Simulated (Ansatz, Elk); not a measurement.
**How far do independent atoms describe Mg2ScTi2?**

Structure refinements treat a crystal as free atoms side by side. For a made-up structure of Mg2ScTi2 (cell and positions from a PBE relaxation) the runs below show what the calculated density changes in F(hkl).

Program: Elk 11.2.3 (patched build). Level of theory: DFT, PBE, all-electron APW+lo, Dirac cores, scalar-relativistic bands, static density, no spin. Results are calculated unless marked as measured.

The structure was built from a prototype and need not be the compound's stable phase.

**1. The structure**

The structure is tetragonal, space group P4/mmm (No. 123). Conventional cell: a = 4.121 Å, b = 4.121 Å, c = 6.336 Å, α = 90.00°, β = 90.00°, γ = 90.00°. Ti has 1 Ti at 2.08 Å and 4 Mg at 2.96 Å and 4 Sc at 3.09 Å nearest. Nearest to Sc lie 8 Ti at 3.09 Å. Nearest to Mg lie 4 Mg at 2.91 Å and 4 Ti at 2.96 Å. Farther neighbours are not listed.

**2. Ground state and structure factors**

An all-electron density is needed, since X-rays see the cores too. Task 0 finds the density and task 195 Fourier-transforms it; tshift is off so that phases refer to the origin typed.

elk.in reads:

```
tasks
  0
  195

xctype
  20

spinpol
  .false.

rgkmax
  7.0

gmaxvr
  14.0

lmaxo
  7

lmaxapw
  8

swidth
  0.002

tshift
  .false.

ramdisk
  .false.

hmaxvr
  5.5

maxscl
  120

epspot
  1e-06

sppath
  './'

avec
  7.78785267781 -0.00000000000 0.00000000000
  -0.00000000000 7.78785267781 0.00000000000
  0.00000000000 0.00000000000 11.97342378939

atoms
  3
  'Ti.in'
  2
  0.5000000000 0.5000000000 0.8359505617   0.000000 0.000000 0.000000
  0.5000000000 0.5000000000 0.1640494383   0.000000 0.000000 0.000000
  'Sc.in'
  1
  -0.0000000000 0.0000000000 0.0000000000   0.000000 0.000000 0.000000
  'Mg.in'
  2
  0.5000000000 -0.0000000000 0.5000000000   0.000000 0.000000 0.000000
  0.0000000000 0.5000000000 0.5000000000   0.000000 0.000000 0.000000

ngridk
  6 6 4
```

The run is started by

```console
> OMP_NUM_THREADS=4 elk
```

Numbers of over 12 decimals in the logs are rounded to 6 here.

Output:

```text
┌─────────────────────────┐
│ Elk code version 11.2.3 │
└─────────────────────────┘

All units are atomic (Hartree, Bohr, etc.)

┌─────────────────────────────────────────────────┐
│ Ground-state run starting from atomic densities │
└─────────────────────────────────────────────────┘

Lattice vectors :
   7.787852678      -0.000000000       0.000000000
  -0.000000000       7.787852678       0.000000000
   0.000000000       0.000000000       11.97342379

Reciprocal lattice vectors :
  0.8067930362       0.000000000      -0.000000000
   0.000000000      0.8067930362      -0.000000000
  -0.000000000      -0.000000000      0.5247609554

Unit cell volume      :    726.1959275
Brillouin zone volume :   0.3415747790

Muffin-tin inner radius fraction :   0.1000000000E-01

Nuclei treated as point charges

Species : 1 (Ti)
 parameters loaded from : Ti.in
 name : titanium
 nuclear charge    :   -22.00000000
 electronic charge :    22.00000000
 atomic mass :    87256.20317
 muffin-tin radius :    1.939233447
 number of radial points in muffin-tin :    993
 inner part over the whole radius :   0.9999351495E-02
 number on inner part of muffin-tin    :    695
 approximate nuclear radius :   0.6805665174E-04
 number of mesh points to nuclear radius :    329
 atomic positions (lattice), magnetic fields (Cartesian) :
  1 :   0.50000000  0.50000000 -0.16404944    0.00000000  0.00000000  0.00000000
  2 :   0.50000000  0.50000000  0.16404944    0.00000000  0.00000000  0.00000000

Species : 2 (Sc)
 parameters loaded from : Sc.in
 name : scandium
 nuclear charge    :   -21.00000000
 electronic charge :    21.00000000
 atomic mass :    81949.61073
 muffin-tin radius :    2.400000000
 number of radial points in muffin-tin :    993
 inner part over the whole radius :   0.9898716403E-02
 number on inner part of muffin-tin    :    698
 approximate nuclear radius :   0.6711386133E-04
 number of mesh points to nuclear radius :    323
 atomic positions (lattice), magnetic fields (Cartesian) :
  1 :   0.00000000  0.00000000  0.00000000    0.00000000  0.00000000  0.00000000

Species : 3 (Mg)
 parameters loaded from : Mg.in
 name : magnesium
 nuclear charge    :   -12.00000000
 electronic charge :    12.00000000
 atomic mass :    44305.30466
 muffin-tin radius :    2.200000000
 number of radial points in muffin-tin :    793
 inner part over the whole radius :   0.9941530515E-02
 number on inner part of muffin-tin    :    552
 approximate nuclear radius :   0.5710277704E-04
 number of mesh points to nuclear radius :    241
 atomic positions (lattice), magnetic fields (Cartesian) :
  1 :   0.50000000  0.00000000  0.50000000    0.00000000  0.00000000  0.00000000
  2 :   0.00000000  0.50000000  0.50000000    0.00000000  0.00000000  0.00000000

Total number of atoms per unit cell :    5
Total muffin-tin volume :    208.2057643
 ratio of muffin-tin to unit cell volume :   0.2867074248

Spin treatment :
 spin-unpolarised

Number of Bravais lattice symmetries :   16
Number of crystal symmetries         :   16
Crystal has inversion symmetry
Real symmetric eigensolver will be used

k-point grid :      6     6     4
k-point offset :    0.000000000       0.000000000       0.000000000
k-point set is reduced with full crystal symmetry group
Total number of k-points :       30

Muffin-tin radius times maximum |G+k| :    7.000000000
 using average radius
Maximum |G+k| for APW functions       :    3.277624058
Maximum (1/2)|G+k|²                   :    5.371409734
Maximum |G| for potential and density :    14.00000000
Constant for pseudocharge density :    8
 order of it for each species :   15  15  15
 order of it for pair densities of each species (exact exchange by exxq0 0: 16) :    7  12  10
Radial integration step length :    1

G-vector grid sizes :     35    35    54
Number of G-vectors :    33649

Maximum angular momentum used for
 APW functions            :    8
 outer part of muffin-tin :    7
 inner part of muffin-tin :    2

Total nuclear charge    :   -89.00000000
[...]
xc potential                :     -221.48172460814
 exchange                    :     -153.32922174572
 correlation                 :     -3.706054
 electron entropic           :    -0.18389845158157E-02
 total energy                :     -2873.1651948996

Density of states at Fermi energy :    138.2919705
 (states/Hartree/unit cell)

Estimated indirect band gap :   0.1166660163E-02
 from k-point 23 to k-point 4
Estimated direct band gap   :   0.7166786901E-02
 at k-point 29

Charges :
 core                        :    34.00000000
 valence                     :    55.00000000
 interstitial                :    9.206379525
 muffin-tins (core leakage)
  species : 1 (Ti)
   atom 1                    :    20.16689736     ( -0.9609758855E-07)
[...]
species : 2 (Sc)
[...]
species : 3 (Mg)
[...]
total in muffin-tins        :    79.79362047
 total calculated charge     :    89.00001097
 total charge                :    89.00000000
 error                       :   0.1096590431E-04

RMS change in Kohn-Sham potential (target) :   0.6230507556     (  0.1000000000E-05)
Absolute change in total energy (target)   :   0.2853395662     (  0.1000000000E-03)

[... loops 3 to 17 left out ...]

┌──────────────────┐
│ Loop number : 18 │
└──────────────────┘

Energies :
 Fermi                       :     0.202239
 sum of occupied eigenvalues :     -1657.1954006944
 electron kinetic            :      2895.7795267595
 core electron kinetic       :      2571.6360969648
 Coulomb                     :     -5611.7803752910
 Coulomb potential           :     -4350.5092950396
 nuclear-nuclear             :     -426.92490271505
 electron-nuclear            :     -6029.4853413465
 Hartree                     :      844.62986877054
 Madelung                    :     -3436.5257277712
 xc potential                :     -202.46563241435
 exchange                    :     -152.70866137824
 correlation                 :     -3.699131
 electron entropic           :    -0.35457125651676E-02
 total energy                :     -2872.4121865090

Density of states at Fermi energy :    287.6078523
 (states/Hartree/unit cell)

Estimated indirect band gap :   0.4611615692E-03
 from k-point 26 to k-point 16
Estimated direct band gap   :   0.2116628371E-02
 at k-point 6

Charges :
 core                        :    34.00000000
 valence                     :    55.00000000
 interstitial                :    9.860312892
 muffin-tins (core leakage)
  species : 1 (Ti)
[...]
species : 2 (Sc)
[...]
species : 3 (Mg)
[...]
total in muffin-tins        :    79.13968711
 total calculated charge     :    89.00009798
 total charge                :    89.00000000
 error                       :   0.9797892039E-04

RMS change in Kohn-Sham potential (target) :   0.7724216682E-06 (  0.1000000000E-05)
Absolute change in total energy (target)   :   0.8211215163E-04 (  0.1000000000E-03)

Convergence targets achieved

┌──────────────────┐
│ Loop number : 19 │
└──────────────────┘

Energies :
 Fermi                       :     0.202239
 sum of occupied eigenvalues :     -1657.1954011427
 electron kinetic            :      2895.7795397297
 core electron kinetic       :      2571.6360981777
 Coulomb                     :     -5611.7803863363
 Coulomb potential           :     -4350.5092802693
 nuclear-nuclear             :     -426.92490271505
 electron-nuclear            :     -6029.4853783748
 Hartree                     :      844.62989475359
 Madelung                    :     -3436.5257462016
 xc potential                :     -202.46566060303
 exchange                    :     -152.70866261811
 correlation                 :     -3.699131
 electron entropic           :    -0.35457142819320E-02
 total energy                :     -2872.4121858256

Density of states at Fermi energy :    287.6080325
 (states/Hartree/unit cell)

Estimated indirect band gap :   0.4611713290E-03
 from k-point 26 to k-point 16
Estimated direct band gap   :   0.2116618799E-02
 at k-point 6

Charges :
 core                        :    34.00000000
 valence                     :    55.00000000
 interstitial                :    9.860311477
 muffin-tins (core leakage)
  species : 1 (Ti)
[...]
species : 2 (Sc)
   atom 1                    :    19.04144137     ( -0.2163522250E-06)
  species : 3 (Mg)
   atom 1                    :    10.53815747     ( -0.9828258607E-07)
   atom 2                    :    10.53815747     ( -0.9828258607E-07)
 total in muffin-tins        :    79.13968852
 total calculated charge     :    89.00009798
 total charge                :    89.00000000
 error                       :   0.9797897255E-04

┌──────────────────────────────┐
│ Self-consistent loop stopped │
└──────────────────────────────┘

Wrote STATE.OUT
```

The job ended after 37 s (4 threads of Arm Neoverse V2, shared host; peak memory 0.18 GiB).

SFACRHO.OUT:

```text

h k l indices transformed by vhmat matrix:
   1.000000000       0.000000000       0.000000000    
   0.000000000       1.000000000       0.000000000    
   0.000000000       0.000000000       1.000000000    

      h      k      l  multipl.   |H|            Re(F)            Im(F)           |F|

      0      0      0      1   0.0000000       89.000000     -0.54405787E-17   89.000000    
      0      0      1      2  0.52476096       18.431435      0.15770100E-13   18.431435    
      1      0      0      4  0.80679304      -20.108391      0.24544435E-13   20.108391    
      0      1      1      8  0.96243912      -1.6440048      0.23060674E-14   1.6440048    
      0      0     -2      2   1.0495219       18.924286      0.30736892E-13   18.924286    
      1     -1      0      4   1.1409777       31.507058      0.62881148E-14   31.507058    
      1      1     -1      8   1.2558679       49.811538     -0.20023374E-13   49.811538    
      0     -1     -2      8   1.3237867       29.949484     -0.60987099E-14   29.949484    
     -1     -1      2      8   1.5502665      -16.351982     -0.20690994E-13   16.351982    
      0      0      3      2   1.5742829      -31.344934      0.28516753E-13   31.344934    
      0     -2      0      4   1.6135861       59.703329      0.42675048E-13   59.703329    
     -2      0      1      8   1.6967717       12.397405      0.17538501E-13   12.397405    
      0     -1     -3      8   1.7689775       41.157486      0.27431601E-14   41.157486    
     -1     -2      0      8   1.8040441      -14.848304     -0.54817125E-13   14.848304    
      1     -2     -1     16   1.8788159      -1.2079223     -0.22577504E-13   1.2079223    
     -2      0     -2      8   1.9248782       15.062843      0.15629582E-13   15.062843    
     -1      1      3      8   1.9442728       1.1559308     -0.31666974E-13   1.1559308    
     -1     -2     -2     16   2.0871203       24.259762      0.28632395E-13   24.259762
```

Elk indexes on the primitive cell of elk.in and gives |H| = 4π sin θ/λ in inverse bohr. Below, one row stands for each form hkl of the conventional cell (m members, Friedel mates merged), F is for one primitive cell and the density is static (no thermal factor). Free-atom factors are Waasmaier and Kirfel's, and R is Σm||F|−|F'||/Σm|F|.

```csv
hkl,m,sin θ/λ (Å⁻¹),"abs F, DFT",neutral atoms,diff.
001,2,0.079,18.431,18.040,+0.392
100,4,0.121,20.108,19.660,+0.449
101,8,0.145,1.644,1.503,+0.141
002,2,0.158,18.924,18.762,+0.162
110,4,0.172,31.507,31.538,-0.030
111,8,0.189,49.812,50.102,-0.290
102,8,0.199,29.950,30.311,-0.362
112,8,0.233,16.352,16.584,-0.232
003,2,0.237,31.345,32.266,-0.921
200,4,0.243,59.703,59.833,-0.129
201,8,0.255,12.397,12.401,-0.003
103,8,0.266,41.157,41.501,-0.344
210,8,0.271,14.848,14.782,+0.066
211,16,0.282,1.208,1.183,+0.025
```

**3. The highest occupied states alone**

An energy window below the Fermi level keeps the highest occupied states, to see at which angles they scatter; shallow core shells can lie inside it and anion s states outside. No new self-consistency is needed.

Edit elk.in of step 2 so:

```diff
@@ -1,3 +1,2 @@
 tasks
-  0
   195
@@ -40,2 +39,5 @@
 
+wsfac
+  -0.349000 0.502240
+
 sppath
```

The run is started by

```console
> OMP_NUM_THREADS=4 elk
```

Output:

```text
┌─────────────────────────────────┐
│ Elk code version 11.2.3 started │
└─────────────────────────────────┘

Info(readinput): the functional depends on the density's gradient
 muffin-tin radial points multiplied by    2.00000
 (not where nrmtscf is given)

┌────────────────────┐
│ Current task : 195 │
└────────────────────┘
Info(checkmt): changed muffin-tin radius of species 1 (Ti) from   2.4000 to   1.9392

Info(sfacrho): density structure factors written to SFACRHO.OUT

 Energy window :  -0.3490000000      0.5022400000

┌──────────────────┐
│ Elk code stopped │
└──────────────────┘
```

Wall time 10 s (4 threads); peak memory 0.17 GiB; 12 s of CPU time.

States within 15 eV below the Fermi level hold 15.00 electrons; any levels below the window count with the cores. Their amplitudes can exceed the total, where window and core parts have opposite phase:

```csv
hkl,sin θ/λ (Å⁻¹),"abs F, window","abs F, all"
001,0.079,2.567,18.431
100,0.121,3.141,20.108
101,0.145,0.931,1.644
002,0.158,0.185,18.924
110,0.172,2.483,31.507
111,0.189,1.200,49.812
102,0.199,0.941,29.950
112,0.233,0.223,16.352
003,0.237,0.241,31.345
200,0.243,1.446,59.703
```

**4. Another try**

In this try the input is made faulty on purpose, to show what that does.

The input is changed as shown.

Edit elk.in of step 3 so:

```diff
@@ -1,2 +1,3 @@
 tasks
+  0
   195
@@ -34,3 +35,3 @@
 maxscl
-  120
+  3
 
@@ -38,5 +39,2 @@
   1e-06
-
-wsfac
-  -0.349000 0.502240
```

The run is started by

```console
> OMP_NUM_THREADS=4 elk
```

Output:

```text
┌─────────────────────────┐
│ Elk code version 11.2.3 │
└─────────────────────────┘

All units are atomic (Hartree, Bohr, etc.)

┌─────────────────────────────────────────────────┐
│ Ground-state run starting from atomic densities │
└─────────────────────────────────────────────────┘

Lattice vectors :
   7.787852678      -0.000000000       0.000000000
  -0.000000000       7.787852678       0.000000000
   0.000000000       0.000000000       11.97342379

Reciprocal lattice vectors :
  0.8067930362       0.000000000      -0.000000000
[...]
interstitial                :    9.162399373
 muffin-tins (core leakage)
  species : 1 (Ti)
[...]
species : 2 (Sc)
[...]
species : 3 (Mg)
   atom 1                    :    10.37963297     ( -0.9828258873E-07)
   atom 2                    :    10.37963297     ( -0.9828258873E-07)
 total in muffin-tins        :    79.83760063
 total calculated charge     :    89.00001102
 total charge                :    89.00000000
 error                       :   0.1102089655E-04

┌──────────────────────────────┐
│ Self-consistent loop stopped │
└──────────────────────────────┘

Wrote STATE.OUT
[key lines of the parts left out:]
total energy                :     -2873.9315709939
```

Wall time 15 s (4 threads); peak memory 0.18 GiB.

No converged result was reached; the numbers in the log don't describe the system.

The fault put into the input: too few SCF loops.

**5. Another functional**

The difference from free atoms is small, so it is set against the change that LDA (Perdew-Wang) makes.

Edit elk.in of step 4 so:

```diff
@@ -5,3 +5,3 @@
 xctype
-  20
+  3
 
@@ -35,3 +35,3 @@
 maxscl
-  3
+  120
```

The run is started by

```console
> OMP_NUM_THREADS=4 elk
```

Output:

```text
┌─────────────────────────┐
│ Elk code version 11.2.3 │
└─────────────────────────┘

All units are atomic (Hartree, Bohr, etc.)

┌─────────────────────────────────────────────────┐
│ Ground-state run starting from atomic densities │
└─────────────────────────────────────────────────┘

Lattice vectors :
   7.787852678      -0.000000000       0.000000000
  -0.000000000       7.787852678       0.000000000
   0.000000000       0.000000000       11.97342379

Reciprocal lattice vectors :
  0.8067930362       0.000000000      -0.000000000
[...]
interstitial                :    9.795488401
 muffin-tins (core leakage)
  species : 1 (Ti)
[...]
species : 2 (Sc)
[...]
species : 3 (Mg)
   atom 1                    :    10.55128872     ( -0.1573064651E-05)
   atom 2                    :    10.55128872     ( -0.1573064651E-05)
 total in muffin-tins        :    79.20451160
 total calculated charge     :    89.00007956
 total charge                :    89.00000000
 error                       :   0.7956331987E-04

┌──────────────────────────────┐
│ Self-consistent loop stopped │
└──────────────────────────────┘

Wrote STATE.OUT
[key lines of the parts left out:]
total energy                :     -2865.4465493843
```

It took 24 s on 4 threads; peak memory 0.17 GiB.

Against the first run R = 0.09 %; the largest change is -0.047 at 203.

**6. Basis size**

The basis and the expansions that go with it are enlarged, to see whether the differences are converged.

Edit elk.in of step 5 so:

```diff
@@ -5,3 +5,3 @@
 xctype
-  3
+  20
 
@@ -11,12 +11,12 @@
 rgkmax
-  7.0
+  8.5
 
 gmaxvr
-  14.0
+  18.0
 
 lmaxo
-  7
+  9
 
 lmaxapw
-  8
+  10
```

The run is started by

```console
> OMP_NUM_THREADS=4 elk
```

Output:

```text
┌─────────────────────────┐
│ Elk code version 11.2.3 │
└─────────────────────────┘

All units are atomic (Hartree, Bohr, etc.)

┌─────────────────────────────────────────────────┐
│ Ground-state run starting from atomic densities │
└─────────────────────────────────────────────────┘

Lattice vectors :
   7.787852678      -0.000000000       0.000000000
  -0.000000000       7.787852678       0.000000000
   0.000000000       0.000000000       11.97342379

Reciprocal lattice vectors :
  0.8067930362       0.000000000      -0.000000000
[...]
interstitial                :    9.798268501
 muffin-tins (core leakage)
  species : 1 (Ti)
[...]
species : 2 (Sc)
[...]
species : 3 (Mg)
   atom 1                    :    10.53937944     ( -0.9828258829E-07)
   atom 2                    :    10.53937944     ( -0.9828258829E-07)
 total in muffin-tins        :    79.20173150
 total calculated charge     :    88.99998275
 total charge                :    89.00000000
 error                       :   0.1724583748E-04

┌──────────────────────────────┐
│ Self-consistent loop stopped │
└──────────────────────────────┘

Wrote STATE.OUT
[key lines of the parts left out:]
total energy                :     -2872.4522476730
```

Elapsed: 1.9 min, on 4 threads; peak memory 0.4 GiB.

Against the first run R = 0.05 %; the largest change is +0.026 at 200.

**7. Settings against the effect**

```csv
run,R against the first run (%),"R against neutral atoms, low angle (%)",wall time
"PBE, rgkmax 7",0.00,0.96,37 s
LDA (Perdew-Wang),0.09,0.97,24 s
rgkmax 8.5 with larger expansions,0.05,0.94,1.9 min
```

**8. Summary of results**

```
R against neutral atoms, sin θ/λ < 0.3 Å⁻¹ : 0.96 %
R against neutral atoms, 0.3 to 0.75 Å⁻¹   : 0.34 %
```

Independent neutral atoms miss the calculated amplitudes by R = 0.96 % below 0.3 Å⁻¹ and 0.34 % from there to 0.75 Å⁻¹; by shells, 2.84 % below 0.15 Å⁻¹ (3 forms), 0.83 % 0.15 to 0.3 (13 forms), 0.30 % 0.3 to 0.45 (24 forms), 0.36 % above 0.45 (109 forms). Bonding, aspherical density and the tables' own atoms all enter these figures, and the runs don't part them. The largest change of an amplitude is -0.92 electrons, at 003. Weak lines can change much in proportion: 113 goes from 0.93 to 1.16. The window's part falls from 15.0 electrons at the origin to at most 0.34 between 0.45 and 0.75 Å⁻¹. Below 0.3 Å⁻¹ the changes that finished (LDA (Perdew-Wang) and rgkmax 8.5 with larger expansions) move F by R = 0.07 % at most, against the 0.96 % that separates it from free atoms. The k-mesh has no finished test. These runs have no spin, though d or f shells may be open. Part of the difference isn't bonding: the tables are fits to free atoms and ions calculated by other methods than this functional. Thermal motion, anomalous dispersion and extinction are left out.

[Logs are printed without paths, hosts, clocks, repeated set-up lines and the standing remarks that a program may print on its own settings, such as how far it seeks lower states.]

[Hosts, paths, dates, database ids (printed as entryN), source tags and the programs' standing remarks are cut or masked in the printed files.]
